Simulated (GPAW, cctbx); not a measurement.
# Bonding in Li3AgCl4 as X-rays see it

Question: by how much does bonding change the structure factors of Li3AgCl4?

The cell is our own: ordered rocksalt alloy in the eight-atom cube, 1 of 4 Li sites given to Ag. All numbers below are calculated.

### 1. Relax the structure

The density hangs on the geometry, so cell and atoms are relaxed first, with the symmetry held. The cutoff is set higher than for the density because stress converges slowly with plane waves.

Settings: GPAW 26.7.0, PBE, 650 eV, 4×4×4 k-points, Fermi–Dirac width 0.02 eV, BFGS to 0.02 eV/Å.

```text
cell
1.0
     5.267500000    0.000000000    0.000000000
     0.000000000    5.267500000    0.000000000
     0.000000000    0.000000000    5.267500000
Ag Cl Li
1 4 3
Direct
0.000000000 0.000000000 0.000000000
0.500000000 0.000000000 0.000000000
0.500000000 0.500000000 0.500000000
0.000000000 0.000000000 0.500000000
0.000000000 0.500000000 0.000000000
0.000000000 0.500000000 0.500000000
0.500000000 0.000000000 0.500000000
0.500000000 0.500000000 0.000000000
```

```console
$ OMP_NUM_THREADS=1 mpirun -n 4 gpaw python run.py > gpaw.log
```

```text
BFGS:    0      -27.259539        0.222153
BFGS:    1      -27.261634        0.216410
BFGS:    2      -27.304775        0.013696
cell  5.3490 5.3490 5.3490  90.00 90.00 90.00
volume 153.041 A^3, largest force 0.000 eV/A, largest stress 0.11 GPa
```

After 2 steps the volume has changed by +4.7 % and the energy by -0.045 eV; the largest stress left is 0.11 GPa. It took 63 s on 4 cores of Arm Neoverse N1 (shared host), peak memory 0.88 GiB.

Relaxed structure: Pm-3m (no. 221), a = 5.3490 Å, b = 5.3490 Å, c = 5.3490 Å, α = 90.00°, β = 90.00°, γ = 90.00°.

```
atom  mult.    x    y    z
 Ag1      1    0    0    0
 Cl1      3  1/2    0    0
 Cl2      1  1/2  1/2  1/2
 Li1      3    0  1/2  1/2
```

### 2. The all-electron density

X-rays see the whole electron density, so the PAW density is rebuilt with its core regions. Subtracting spherical free atoms from the same code cancels the cores and leaves the deformation density Δρ, the part due to bonding.

Settings: PBE, 600 eV, 4×4×4 k-points, Fermi–Dirac width 0.02 eV; primitive cell of 8 atoms.

```console
$ OMP_NUM_THREADS=1 mpirun -n 4 gpaw python run.py > gpaw.log
```

```text
|iter:   1|       0s |  -27.575734 | -0.50 |       |
|iter:   2|       1s |  -27.518290 | -2.15 | -1.34 |
|iter:   3|       2s |  -27.286732 | -1.55 | -1.38 |
...
|iter:   7|       9s |  -27.296164c| -5.74 | -3.35 |
|iter:   8|      10s |  -27.296166c| -6.78 | -3.99 |
|iter:   9|      12s |  -27.296167c| -8.05c| -4.51c|
```

```text
grid (64, 64, 64)  electrons 124.000  moved by bonding 1.018 e
deformation density beyond 0.5 A of the nuclei: max 0.108, min -0.050 e/A^3
atom        x       y       z   Voronoi charge  moment
Ag1    0.0000  0.0000  0.0000      0.264       0.00
Cl2    0.5000  0.0000  0.0000     -0.185       0.00
Cl3    0.5000  0.5000  0.5000     -0.201       0.00
Cl4    0.0000  0.0000  0.5000     -0.185       0.00
Cl5    0.0000  0.5000  0.0000     -0.185       0.00
Li6    0.0000  0.5000  0.5000      0.164       0.00
Li7    0.5000  0.0000  0.5000      0.164       0.00
Li8    0.5000  0.5000  0.0000      0.164       0.00
mean inner potential of superposed free atoms 11.959 V
total magnetic moment 0.000 muB
```

Deformation density in a plane through the shortest contact of the Ag atom at the origin, in 0.01 e/Å³ (clipped at ±99); x from -1.6 to 4.3 Å, y from 2.4 down to -2.4 Å:

```text
  0   3   5   0   .   .   4   3   0  -1   .   .   0  -1   1   4
 -1   1   2   2   0   2   2   1  -1  -1  -1   0  -1  -1   0   1
 -1   0   1   2   3   2   1   0  -1  -1   0   0   0  -1  -1   0
  0  -1  -1   0   0   0  -1  -1  -1   1   2   3   2   0  -1  -1
  1  -1  -2  -4  -2  -4  -2  -1   1   2   4   5   4   2   0  -1
  2   0  -4   0   .   0  -4   0   2   2   0   .   0   2   2  -1
  3   0  -2   .   .   .   0   0   3   2   .   .   .   2   2  -1
  2   0  -4   0   .   0  -4   0   2   2   0   .   0   2   2  -1
  1  -1  -2  -4  -2  -4  -2  -1   1   2   4   5   4   2   0  -1
  0  -1  -1   0   0   0  -1  -1  -1   1   2   3   2   0  -1  -1
 -1   0   1   2   3   2   1   0  -1  -1   0   0   0  -1  -1   0
 -1   1   2   2   0   2   2   1  -1  -1  -1   0  -1  -1   0   1
  0   3   5   0   .   .   4   3   0  -1   .   .   0  -1   1   4
```

Atoms in or within 0.15 Å of the plane: Ag (0.0, 0.0), Cl (2.7, 0.0) Å. Dots mark points within about 0.45 Å of a nucleus; large values next to them are atomic features.

Cl gains most (-0.19 e) and Ag loses most (+0.26 e), in averages over each element's sites; Cl is the most electronegative element, but the order of the others doesn't follow electronegativity. Such charges fall far short of formal ones, since overlapping free atoms already put density on their neighbours. Along the shortest contact from the Ag atom at the map's origin, Ag–Cl at 2.67 Å, Δρ is +0.01 e/Å³ at the midpoint; the highest value on the line, +0.11, lies at the edge of the range, 0.5 Å from Ag, and is an atomic rather than a bond feature: little piles up between the atoms. At the midpoints of other shortest contacts it is +0.02 (Cl–Li, 2.67 Å) e/Å³. Point values carry grid noise of about 0.01 e/Å³. The run needed 9 iterations, 24 s.

### 3. Structure factors

The Fourier components of Δρ, added to those of the free atoms, give the static X-ray structure factors; the Mott–Bethe relation turns them into the Fourier components V of the potential that fast electrons feel.

```text
static structure factors of the conventional cell: F in electrons, V (Mott-Bethe) in volts
   h  k  l      d  |F| table  |F| free   |F| DFT   change   |V| free  |V| DFT  change %
   0  1  0  5.3490    42.023    42.028    41.924   -0.104     1.690    1.779      5.3
   0  1  1  3.7823    40.205    40.176    40.117   -0.058     1.639    1.664      1.5
   1  1  1  3.0882     6.780     6.884     7.460    0.576     1.461    1.297    -11.3
   0  2  0  2.6745    93.838    93.810    94.196    0.386     6.467    6.385     -1.3
   0  2  1  2.3921    35.891    35.824    35.826    0.003     1.401    1.401     -0.0
   1  2  1  2.1837    34.747    34.684    34.722    0.038     1.331    1.325     -0.4
   0  2  2  1.8912    80.349    80.358    80.221   -0.137     4.675    4.689      0.3
   1  2  2  1.7830    31.915    31.879    31.928    0.050     1.154    1.149     -0.4
   0  3  0  1.7830    31.915    31.879    31.837   -0.041     1.154    1.158      0.3
   0  3  1  1.6915    31.128    31.101    31.094   -0.007     1.105    1.106      0.1
   1  3  1  1.6128     1.232     1.362     1.168   -0.195     0.829    0.844      1.8
   2  2  2  1.5441    72.228    72.253    72.039   -0.213     3.695    3.710      0.4
   0  3  2  1.4835    29.112    29.110    29.117    0.007     0.981    0.981     -0.1
   1  3  2  1.4296    28.533    28.539    28.565    0.026     0.946    0.945     -0.2
```

The largest X-ray change is +0.58 e on 111, 8.4 % of |F|. For electrons V goes as (Z − F)/g², and among components above 0.1 V the largest relative change is this: |V| of 111 moves by -11.3 % (1.46 to 1.30 V) against +8.4 % in |F|. The last three rows still change by up to 0.21 e; the table stops while the angles are still low. The tabulated Hartree–Fock atoms differ from the free DFT atoms by up to 0.13 e, so the choice of reference atom matters too.

### 4. Answer

Bonding moves 1.02 e in the primitive cell of Li3AgCl4 and changes the structure factors of the conventional cell in the table above by at most 0.58 e (111, 8.4 %). The shortest bond, Ag–Cl, has Δρ = +0.01 e/Å³ at its midpoint. Limits: static density, frozen cores, no spin–orbit coupling.

[Outputs are excerpts: Python notices, other lines and further rows are left out; steps that failed or that the build refused (PBEsol, TPSS) are not shown.]

[Logs are printed without paths, hosts, clocks, repeated set-up lines and the standing remarks that a program may print on its own settings, such as how far it seeks lower states.]
